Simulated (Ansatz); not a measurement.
# Lattice dynamics of ThTi2O6 (C2/m)

Aim: the vibrations of ThTi2O6 (C2/m), their spectra, and whether the structure is stable.

Program: Ansatz 0.2.0. Level of theory: DFT PBEsol, scalar-relativistic, plane waves, PAW. Results are calculated unless marked as measured.

The experiments to compare with:

For ThTi2O6, brannerite (monoclinic) (polished polycrystalline ceramic), “A multimodal X-ray spectroscopy investigation of uranium speciation in ThTi2O6 compounds with the brannerite structure” (2023, pmc:10406819) gives, by Raman spectroscopy, 532 nm: Raman mode (Ag symmetric stretch of TiO6 octahedra) 765 cm⁻¹ [band has a weak broad shoulder near 780 cm-1].

Most raw output is cut from this account.

## 1. The structure

The structure is monoclinic, space group C2/m (No. 12). Conventional cell: a = 9.822 Å, b = 3.824 Å, c = 7.036 Å, α = 90.00°, β = 118.84°, γ = 90.00°. Nearest to Th lie 8 O at 2.34 to 2.96 Å. Nearest to Ti lie 6 O at 1.83 to 2.20 Å. Nearest to O lie 3 Ti at 1.94 to 2.20 Å and 1 Th at 2.96 Å. Nearest to O lie 2 Ti at 1.83 to 2.06 Å and 1 Th at 2.34 Å. Nearest to O lie 1 Ti at 1.83 Å and 2 Th at 2.36 Å. Farther neighbours and most contacts between anions are not listed.

## 2. Rough relaxation

A rough relaxation comes first, because large forces or stress need no tight tolerances yet.

The input, input.yaml:

```yaml
crystal:
  lattice:
    - [4.911, -1.912, 0.0]
    - [4.911, 1.912, 0.0]
    - [-3.3939224909, 0.0, 6.1633258981]
  atoms:
    - { symbol: Th, position: [0.0, 0.0, 0.0] }
    - { symbol: Ti, position: [0.822, 0.822, 0.3945] }
    - { symbol: Ti, position: [0.178, 0.178, 0.6055] }
    - { symbol: O, position: [0.298, 0.298, 0.411] }
    - { symbol: O, position: [0.702, 0.702, 0.589] }
    - { symbol: O, position: [0.974, 0.974, 0.314] }
    - { symbol: O, position: [0.026, 0.026, 0.686] }
    - { symbol: O, position: [0.66, 0.66, 0.117] }
    - { symbol: O, position: [0.34, 0.34, 0.883] }
kpoints:
  mp_grid: { grid: [6, 6, 4] }
hamiltonian:
  xc: pbesol
scf:
  occupations: { method: gaussian, width: 0.1 }
output:
  forces: true
  stress: true
  eigenvalues: true
relax:
  adjacent_minimum: "off"
  f_tol: 0.05
  max_steps: 80
  cell: { stress_tol: 0.5, fix: [volume] }
```

Command:

```bash
ansatz run input.yaml --threads 16 --pin off --max-ram 61440MiB --backend cuda --events-out ev --progress --plain --runs-dir out
```

Wall time 8.3 s (1 × NVIDIA GB200 with 16 threads of Arm Neoverse V2, shared host); peak memory 1.1 GiB; 19 s of CPU time.

The steps of the relaxation:

| step | energy less that of the first step (eV) | largest force component (eV/Å) | pressure (GPa) | volume (Å³) |
| --- | --- | --- | --- | --- |
| 1 | 0.0000 | 1.3214 | -1.26 | 115.75 |
| 2 | -0.2446 | 0.4048 | -1.13 | 115.75 |
| 3 | -0.3091 | 0.3064 | -1.39 | 115.75 |
| 4 | -0.3346 | 0.1317 | -1.81 | 115.75 |
| 5 | -0.3393 | 0.1928 | -2.18 | 115.75 |
| 6 | -0.3427 | 0.0553 | -1.86 | 115.75 |
| 7 | -0.3435 | 0.0288 | -1.98 | 115.75 |
| 8 | -0.3437 | 0.0289 | -1.97 | 115.75 |

The log counts 1 steps on a newly chosen plane-wave basis, not all of them marked here; energy and pressure can jump at such steps.

Forces are held to the 4 operations that the run works with; a distortion that breaks them can't arise in this run.

| cell as run | before | after | change |
| --- | --- | --- | --- |
| a (Å) | 5.270 | 5.299 | +0.5 % |
| b (Å) | 5.270 | 5.299 | +0.5 % |
| c (Å) | 7.036 | 7.041 | +0.1 % |
| α (°) | 116.71 | 117.40 | +0.6 % |
| β (°) | 116.71 | 117.40 | +0.6 % |
| γ (°) | 42.54 | 42.31 | -0.5 % |
| volume (Å³/atom) | 12.86 | 12.86 | +0.0 % |

The atoms that moved most (Å, as changes of fractional coordinates times the final cell):

| atom | dx | dy | dz | length |
| --- | --- | --- | --- | --- |
| O5 | 0.185 | 0.000 | 0.047 | 0.191 |
| O4 | -0.185 | 0.000 | -0.047 | 0.191 |
| O8 | -0.030 | 0.000 | -0.048 | 0.056 |
| O9 | 0.030 | 0.000 | 0.048 | 0.056 |
| O6 | 0.018 | 0.000 | -0.021 | 0.028 |
| O7 | -0.018 | 0.000 | 0.021 | 0.028 |
| Ti3 | -0.014 | 0.000 | 0.005 | 0.015 |
| Ti2 | 0.014 | 0.000 | -0.005 | 0.015 |

This step gave:

* pressure: -1.966 GPa
* gap on the k-mesh: 3.044 eV
* volume per atom: 12.86 Å³
* direct gap on mesh: 3.257 eV

In this step the volume went from 12.86 to 12.86 Å³/atom.

## 3. Relaxation

The volume is held at the value of the starting cell, while the atoms and the shape relax as far as symmetry allows.

The input, input.yaml:

```yaml
crystal:
  lattice:
    - [4.941340871, -1.9123902784, -0.0237753901]
    - [4.941340871, 1.9123902784, -0.0237753901]
    - [-3.4447288526, 0.0, 6.1408061036]
  atoms:
    - { symbol: Th, position: [0.0, 0.0, 0.0] }
    - { symbol: Ti, position: [0.8230816813, 0.8230816813, 0.393668764] }
    - { symbol: Ti, position: [0.1769183187, 0.1769183187, 0.606331236] }
    - { symbol: O, position: [0.2765590088, 0.2765590088, 0.4031988086] }
    - { symbol: O, position: [0.7234409912, 0.7234409912, 0.5968011914] }
    - { symbol: O, position: [0.9746736725, 0.9746736725, 0.3105858808] }
    - { symbol: O, position: [0.0253263275, 0.0253263275, 0.6894141192] }
    - { symbol: O, position: [0.6542763651, 0.6542763651, 0.1092107363] }
    - { symbol: O, position: [0.3457236349, 0.3457236349, 0.8907892637] }
kpoints:
  mp_grid: { grid: [6, 6, 4] }
hamiltonian:
  xc: pbesol
scf:
  occupations: { method: gaussian, width: 0.02 }
output:
  forces: true
  stress: true
  eigenvalues: true
relax:
  adjacent_minimum: "off"
  f_tol: 0.005
  max_steps: 80
  cell: { stress_tol: 0.05, fix: [volume] }
```

It took 6.2 s on 1 × NVIDIA GB200 with 16 threads; peak memory 1.2 GiB; 12 s of CPU time.

Relaxation path:

| step | energy less that of the first step (eV) | largest force component (eV/Å) | pressure (GPa) | volume (Å³) |
| --- | --- | --- | --- | --- |
| 1 | 0.0000 | 0.0289 | -1.97 | 115.75 |
| 2 | -0.0001 | 0.0225 | -1.96 | 115.75 |
| 3 | -0.0002 | 0.0125 | -1.96 | 115.75 |
| 4 | -0.0002 | 0.0049 | -1.98 | 115.75 |
| 5 | -0.0002 | 0.0048 | -1.98 | 115.75 |

The log counts 1 steps on a newly chosen plane-wave basis, not all of them marked here; energy and pressure can jump at such steps.

Forces are held to the 4 operations that the run works with; a distortion that breaks them can't arise in this run.

| cell as run | before | after | change |
| --- | --- | --- | --- |
| a (Å) | 5.299 | 5.303 | +0.1 % |
| b (Å) | 5.299 | 5.303 | +0.1 % |
| c (Å) | 7.041 | 7.046 | +0.1 % |
| α (°) | 117.40 | 117.50 | +0.1 % |
| β (°) | 117.40 | 117.50 | +0.1 % |
| γ (°) | 42.31 | 42.25 | -0.1 % |
| volume (Å³/atom) | 12.86 | 12.86 | +0.0 % |

This step gave:

```yaml
pressure: -1.982 GPa
gap_on_the_k_mesh: 3.041 eV
direct_gap_on_mesh: 3.258 eV
```

In this step the volume went from 12.86 to 12.86 Å³/atom.

## 4. Tight relaxation

At the same fixed volume the relaxation is repeated with tight tolerances, on the k mesh and occupations of the phonon run that follows.

The input, input.yaml:

```yaml
crystal:
  lattice:
    - [4.9464025981, -1.91122154, -0.0278599117]
    - [4.9464025981, 1.91122154, -0.0278599117]
    - [-3.4533318224, 0.0, 6.1411563061]
  atoms:
    - { symbol: Th, position: [0.0, 0.0, 0.0] }
    - { symbol: Ti, position: [0.8233626922, 0.8233626922, 0.3940461832] }
    - { symbol: Ti, position: [0.1766373078, 0.1766373078, 0.6059538168] }
    - { symbol: O, position: [0.2766106801, 0.2766106801, 0.4033850157] }
    - { symbol: O, position: [0.7233893199, 0.7233893199, 0.5966149843] }
    - { symbol: O, position: [0.9747078055, 0.9747078055, 0.3107016253] }
    - { symbol: O, position: [0.0252921945, 0.0252921945, 0.6892983747] }
    - { symbol: O, position: [0.6541863431, 0.6541863431, 0.1090530862] }
    - { symbol: O, position: [0.3458136569, 0.3458136569, 0.8909469138] }
kpoints:
  mp_grid: { grid: [8, 8, 4] }
hamiltonian:
  xc: pbesol
scf:
  occupations: { method: fixed }
output:
  forces: true
  stress: true
  eigenvalues: true
relax:
  adjacent_minimum: "off"
  f_tol: 0.001
  max_steps: 60
  cell: { stress_tol: 0.01, fix: [volume] }
```

Elapsed: 8.5 s, on 1 × NVIDIA GB200 with 16 threads; peak memory 1.2 GiB; 18 s of CPU time.

Little changed from the start: no atom moved by 0.005 Å and no cell edge by 0.1 %.

Numbers from this step:

- pressure: -1.981 GPa
- gap on the k-mesh: 2.998 eV

The largest force component left is 0.12 meV/Å. The volume is held at 12.86 Å³/atom, so a pressure of -1.98 GPa remains at this level.

## 5. Linear response at the zone centre

The zone centre comes first: it holds the modes that light can see, as far as symmetry allows. The response to a homogeneous field gives the Born charges and the dielectric tensor.

The input, input.yaml:

```yaml
crystal:
  lattice:
    - [4.946711997, -1.9112734928, -0.027989878]
    - [4.946711997, 1.9112734928, -0.027989878]
    - [-3.4537117651, 0.0, 6.1406986876]
  atoms:
    - { symbol: Th, position: [0.0, 0.0, 0.0] }
    - { symbol: Ti, position: [0.8233783638, 0.8233783638, 0.3940775785] }
    - { symbol: Ti, position: [0.1766216362, 0.1766216362, 0.6059224215] }
    - { symbol: O, position: [0.2765938279, 0.2765938279, 0.4033688804] }
    - { symbol: O, position: [0.7234061721, 0.7234061721, 0.5966311196] }
    - { symbol: O, position: [0.9746769984, 0.9746769984, 0.310702264] }
    - { symbol: O, position: [0.0253230016, 0.0253230016, 0.689297736] }
    - { symbol: O, position: [0.6541976731, 0.6541976731, 0.1090511321] }
    - { symbol: O, position: [0.3458023269, 0.3458023269, 0.8909488679] }
kpoints:
  mp_grid: { grid: [8, 8, 4] }
hamiltonian:
  xc: pbesol
scf:
  occupations: { method: fixed }
output:
  eigenvalues: true
phonons:
  method: dfpt
  dielectric: true
  rigid_motions: translations
```

Elapsed: 19 s, on 1 × NVIDIA GB200 with 16 threads; peak memory 4.2 GiB; 2.2 min of CPU time.

This step gave:

```
sum-rule residual before enforcement                    : 1.20e-4 eV/Å²
miss of the charge sum rule                             : 0.01726 e
estimated error of the dielectric tensor                : 0.02548
estimated error of the Born charges                     : 0.02619 e
point group                                             : 2/m
highest optical mode at the zone centre (no LO-TO term) : 741.6 cm⁻¹
lowest optical zone-centre mode                         : 101.8 cm⁻¹
mean high-frequency dielectric constant                 : 5.534
largest Born charge (third of the trace)                : 5.837 e
mean static dielectric constant                         : 34.07
top of the zone-centre spectrum with the field          : 781.7 cm⁻¹
```

Without the LO-TO term. Patterns of degenerate modes are one choice out of their space. Modes at Γ, with each element's share of the kinetic energy:

| mode | frequency (cm⁻¹) | symmetry | Th % | Ti % | O % |
| --- | --- | --- | --- | --- | --- |
| 1 | 0.0 | acoustic | 55 | 23 | 23 |
| 2 | 0.0 | acoustic | 55 | 23 | 23 |
| 3 | 0.0 | acoustic | 55 | 23 | 23 |
| 4 | 101.8 | Bg | 0 | 75 | 25 |
| 5 | 109.6 | Au | 35 | 58 | 7 |
| 6 | 110.5 | Bu | 36 | 18 | 46 |
| 7 | 169.0 | Bg | 0 | 25 | 75 |
| 8 | 178.0 | Ag | 0 | 43 | 57 |
| 9 | 184.4 | Bu | 44 | 23 | 34 |
| 10 | 231.3 | Au | 4 | 18 | 78 |
| 11 | 245.6 | Bu | 4 | 7 | 89 |
| 12 | 258.8 | Ag | 0 | 28 | 72 |
| 13 | 305.4 | Au | 6 | 1 | 93 |
| 14 | 316.2 | Ag | 0 | 36 | 64 |
| 15 | 317.6 | Bu | 2 | 28 | 70 |
| 16 | 363.9 | Bu | 2 | 12 | 86 |
| 17 | 381.9 | Ag | 0 | 46 | 54 |
| 18 | 394.4 | Bg | 0 | 0 | 100 |
| 19 | 445.4 | Bu | 2 | 56 | 43 |
| 20 | 459.9 | Ag | 0 | 21 | 79 |
| 21 | 469.1 | Au | 1 | 0 | 99 |
| 22 | 475.9 | Ag | 0 | 9 | 91 |
| 23 | 505.9 | Bu | 1 | 10 | 90 |
| 24 | 579.0 | Bg | 0 | 0 | 100 |
| 25 | 591.2 | Ag | 0 | 13 | 87 |
| 26 | 646.1 | Bu | 0 | 2 | 98 |
| 27 | 741.6 | Ag | 0 | 5 | 95 |

Displacements in mode 4 (101.8 cm⁻¹), the largest set to 1:
```
Th1  0.00  0.00  0.00
Ti2  0.00  1.00  0.00
Ti3  0.00 -1.00  0.00
O4   0.00 -0.01  0.00
O5   0.00  0.01  0.00
O6   0.00  0.99  0.00
O7   0.00 -0.99  0.00
O8   0.00 -0.09  0.00
O9   0.00  0.09  0.00
```

Displacements in mode 17 (381.9 cm⁻¹), the largest set to 1:
```
Th1  0.00  0.00  0.00
Ti2  0.66  0.00  0.13
Ti3 -0.66  0.00 -0.13
O4   0.10  0.00 -1.00
O5  -0.10  0.00  1.00
O6   0.48  0.00  0.24
O7  -0.48  0.00 -0.24
O8  -0.37  0.00  0.39
O9   0.37  0.00 -0.39
```

Optical modes at the zone centre, without and with the macroscopic field of the longitudinal modes; each column is sorted by frequency, so a row need not hold one and the same mode. Modes with and without the field, by row:

| rank among optical modes | no field (cm⁻¹) | q along (1, 0, 0) (cm⁻¹) | q along (0, 1, 0) (cm⁻¹) | q along (0, 0, 1) (cm⁻¹) |
| --- | --- | --- | --- | --- |
| 1 | 101.8 | 101.8 | 101.8 | 101.8 |
| 2 | 109.6 | 109.6 | 110.5 | 109.6 |
| 3 | 110.5 | 112.3 | 119.2 | 132.6 |
| 4 | 169 | 169 | 169 | 169 |
| 5 | 178 | 178 | 178 | 178 |
| 6 | 184.4 | 193 | 184.4 | 193.8 |
| 7 | 231.3 | 231.3 | 245.6 | 231.3 |
| 8 | 245.6 | 258.8 | 258.8 | 258.8 |
| 9 | 258.8 | 269.1 | 262.9 | 281.1 |
| 10 | 305.4 | 305.4 | 316.2 | 305.4 |
| 11 | 316.2 | 316.2 | 317.6 | 316.2 |
| 12 | 317.6 | 347.7 | 363.9 | 324.6 |
| 13 | 363.9 | 381.9 | 381.9 | 368.4 |
| 14 | 381.9 | 394.4 | 394.4 | 381.9 |
| 15 | 394.4 | 412 | 445.4 | 394.4 |
| 16 | 445.4 | 446.7 | 459.9 | 459.9 |
| 17 | 459.9 | 459.9 | 465.4 | 469.1 |
| 18 | 469.1 | 469.1 | 475.9 | 475.9 |
| 19 | 475.9 | 475.9 | 505.9 | 505.9 |
| 20 | 505.9 | 579 | 579 | 579 |
| 21 | 579 | 591.2 | 591.2 | 591.2 |
| 22 | 591.2 | 624.2 | 646.1 | 601.5 |
| 23 | 646.1 | 741.6 | 712.3 | 741.6 |
| 24 | 741.6 | 781.7 | 741.6 | 754.3 |

Born charge (rows field, columns displacement) (e), principal values of the symmetric part by kind of site:

| atom | atoms with these values | low | middle | high | mean |
| --- | --- | --- | --- | --- | --- |
| Th1 | 1 | 4.96 | 6.02 | 6.53 | 5.84 |
| Ti2 | 2 | 4.53 | 5.82 | 6.21 | 5.52 |
| O4 | 2 | -4.75 | -2.24 | -1.50 | -2.83 |
| O6 | 2 | -4.51 | -2.93 | -0.95 | -2.80 |
| O8 | 2 | -4.21 | -3.13 | -1.11 | -2.81 |

In full for Th1:

```
 5.00  0.00 -0.78
 0.00  6.02  0.00
 0.28  0.00  6.49
```

High-frequency dielectric tensor:

```
5.55 0.00 0.29
0.00 5.69 0.00
0.29 0.00 5.36
```

Static dielectric tensor (ions relaxed, fixed cell):

```
25.95  0.00  6.76
 0.00 46.55  0.00
 6.76  0.00 29.73
```

Transverse modes. Lines of the infrared spectrum (strongest = 100):

| position (cm⁻¹) | lines merged | relative intensity |
| --- | --- | --- |
| 102 | 1 | 0.0 |
| 110 | 2 | 18 |
| 169 | 1 | 0.0 |
| 178 | 1 | 0.0 |
| 184 | 1 | 14 |
| 231 | 1 | 69 |
| 246 | 1 | 46 |
| 259 | 1 | 0.0 |
| 305 | 1 | 100 |
| 316 | 1 | 0.0 |
| 318 | 1 | 40 |
| 364 | 1 | 20 |
| 382 | 1 | 0.0 |
| 394 | 1 | 0.0 |
| 445 | 1 | 82 |
| 460 | 1 | 0.0 |
| 469 | 1 | 2.9 |
| 476 | 1 | 0.0 |
| 506 | 1 | 66 |
| 579 | 1 | 0.0 |
| 591 | 1 | 0.0 |
| 646 | 1 | 24 |
| 742 | 1 | 0.0 |

Before it was imposed, the acoustic sum rule was missed by 1.2e-4 eV/Å² and the charge sum rule by 0.017 e. Small misses are needed for a sound result but don't prove that mesh and cutoff are converged. The lowest optical mode is real, 102 cm⁻¹.

(Continued in part 2 of 2.)

[Logs are printed without paths, hosts, clocks, repeated set-up lines and the standing remarks that a program may print on its own settings, such as how far it seeks lower states.]

[Hosts, paths, dates, database ids (printed as entryN), source tags and the programs' standing remarks are cut or masked in the printed files.]
